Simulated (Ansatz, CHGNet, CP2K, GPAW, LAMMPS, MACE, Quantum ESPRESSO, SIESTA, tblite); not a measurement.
## Amorphous polyacrylonitrile (as short chains C14N4H18) at 360 K (108 atoms): runs against a plane-wave reference

Density of this cell: 1.09 g/cm³. The cell holds 108 atoms: 42 C, 12 N and 54 H. Its edges and angles: a = 10.346 Å, b = 10.346 Å, c = 10.346 Å, α = 90.0°, β = 90.0°, γ = 90.0°. 3 polyacrylonitrile chains of 4 units with methyl end groups placed at random, at 1.09 g/cm³; overlaps pushed apart, then 20 ps at 800 K with MMFF94 bonds, angles, torsions, charges and radii (Halgren, J. Comput. Chem. 17, 490 (1996)) in harmonic and 12-6 forms. Snapshot after 30 ps at 360 K and fixed volume.

Geometry: as built.

The reference, a calculation:

```
method                                           : Kohn-Sham DFT, PBE, SSSP efficiency 1.3.0 pseudopotentials, plane waves (Quantum ESPRESSO 7.5); sssp-pbe-1.3.0-efficiency, cutoffs 60/480 Ry, Γ point
r.m.s. force component                           : 1.208 eV/Å
longest force                                    : 5.409 eV/Å
pressure                                         : 3.22 GPa
gap (highest filled to lowest empty level) : 5.888 eV
time                                             : 1.8 min on 2 MPI ranks of Arm Neoverse V2, shared host
CPU time                                         : 3.6 min
```

**Question.** The same geometry is run in other programs. How far does each lie from the reference, and what does it cost?
- MACE MP-0b2 small potential (MACE MP-0b2 small; 1 thread)
- CP2K PBE, SZV-MOLOPT-SR, 600/50 Ry, OT DIIS (CP2K 2026.2; 2 threads)
- SIESTA PBE, DZP, shift 0.01 Ry, mesh 500 Ry (SIESTA 5.4.2; 2 MPI ranks)
- CHGNet 0.3.0 potential (CHGNet 0.3.0; 1 thread)
- tblite GFN1-xTB (tblite 0.8.0; 1 thread)
- SIESTA PBE, DZ, shift 0.01 Ry, mesh 500 Ry (SIESTA 5.4.2; 2 MPI ranks)
- MACE MP-0b3 medium potential (MACE MP-0b3 medium; 1 thread)
- QE PBE, gbrv-1.5, 40/200 Ry (Quantum ESPRESSO 7.5; 2 MPI ranks)
- CP2K PBE, DZVP-MOLOPT-SR, 210/50 Ry, OT DIIS (CP2K 2026.2; 2 threads)
- tblite GFN2-xTB (tblite 0.8.0; 1 thread)

Differences are against the plane-wave reference, forces as r.m.s. over components; share is that over the reference's r.m.s. force, slope the least-squares factor from reference forces to these. Total energies of different programs have different zeros and aren't compared.

```tsv
run	Δ force, r.m.s. (meV/Å)	share (%)	slope	Δ pressure (GPa)	Δ gap (eV)	cores	CPU time	memory (GiB)
reference	-	-	-	-	-	2	3.6 min	2.3
MACE MP-0b2 small potential	180	14.9	1.016	-0.683	-	1	6 s	0.7
CP2K PBE, SZV-MOLOPT-SR, 600/50 Ry, OT DIIS (coarse)	1888	156	1.302	6.38	1.04	2	5 min	1.6
SIESTA PBE, DZP, shift 0.01 Ry, mesh 500 Ry	723	59.8	1.170	3.86	0.148	2	3.5 min	1.7
CHGNet 0.3.0 potential	242	20.0	0.962	-0.107	-	1	3.9 s	2.2
tblite GFN1-xTB	476	39.4	0.951	-3.48	-	1	2 s	0.16
SIESTA PBE, DZ, shift 0.01 Ry, mesh 500 Ry (coarse)	893	73.9	1.189	4.28	0.448	2	90 s	1.1
MACE MP-0b3 medium potential	169	14.0	0.989	-0.485	-	1	8.1 s	1.4
QE PBE, gbrv-1.5, 40/200 Ry	136	11.2	1.049	0.519	0.0066	2	85 s	0.76
CP2K PBE, DZVP-MOLOPT-SR, 210/50 Ry, OT DIIS (coarse)	134	11.1	1.025	0.556	0.143	2	6.9 min	0.58
tblite GFN2-xTB	591	48.9	0.931	-4.22	-	1	7.8 s	0.16
```

Rows marked coarse were listed beforehand as settings not expected to be converged; some can still land near the reference.

Times of the machine-learned potentials are mostly Python's start and the loading of weights.

CPU time is summed over cores on a shared host, where runs went side by side, so it is rough. Symmetry, cutoffs, thresholds, outputs and thread counts weren't matched or tuned between programs; memory under MPI is the largest rank's times the ranks.

PBE on plane waves or a grid with other potentials, cutoffs or grids, coarse settings apart, differs from the reference by 11 % (QE PBE, gbrv-1.5, 40/200 Ry) of the r.m.s. force; potentials, valence shells or grid differ, and the table alone doesn't part them. The PBE run in local orbitals, coarse settings apart, differs by 60 % (SIESTA PBE, DZP, shift 0.01 Ry, mesh 500 Ry); basis, grid and potentials can all enter, and differences of this size make the forces unusable. Tight binding differs by 39 % (tblite GFN1-xTB) to 49 % (tblite GFN2-xTB); it is another model, with fitted parameters of its own, and the xTB methods hold dispersion. Machine-learned potentials differ by 14 % (MACE MP-0b3 medium potential) to 20 % (CHGNet 0.3.0 potential); they were trained on other programs' data. Periodic xTB results under one method name differ between programs and library versions. Machine-learned potentials mimic data converged in k, so the reference's own k-point error enters their differences. The network of contacts between molecules at the start is that of the classical potential that made the cell, and needn't be the one that DFT or experiment would give. The electronic-structure runs sample only Γ, in a cell whose shortest periodic width is 10 Å.

[Logs are printed without paths, hosts, clocks, repeated set-up lines and the standing remarks that a program may print on its own settings, such as how far it seeks lower states.]

[Hosts, paths, dates, database ids (printed as entryN), source tags and the programs' standing remarks are cut or masked in the printed files.]

[The MMFF94 radii named for the starting cell were scaled by 0.96; in molecules described by MMFF94, hydrogen bound to N, O or S took a small fixed 12-6 site in their place.]
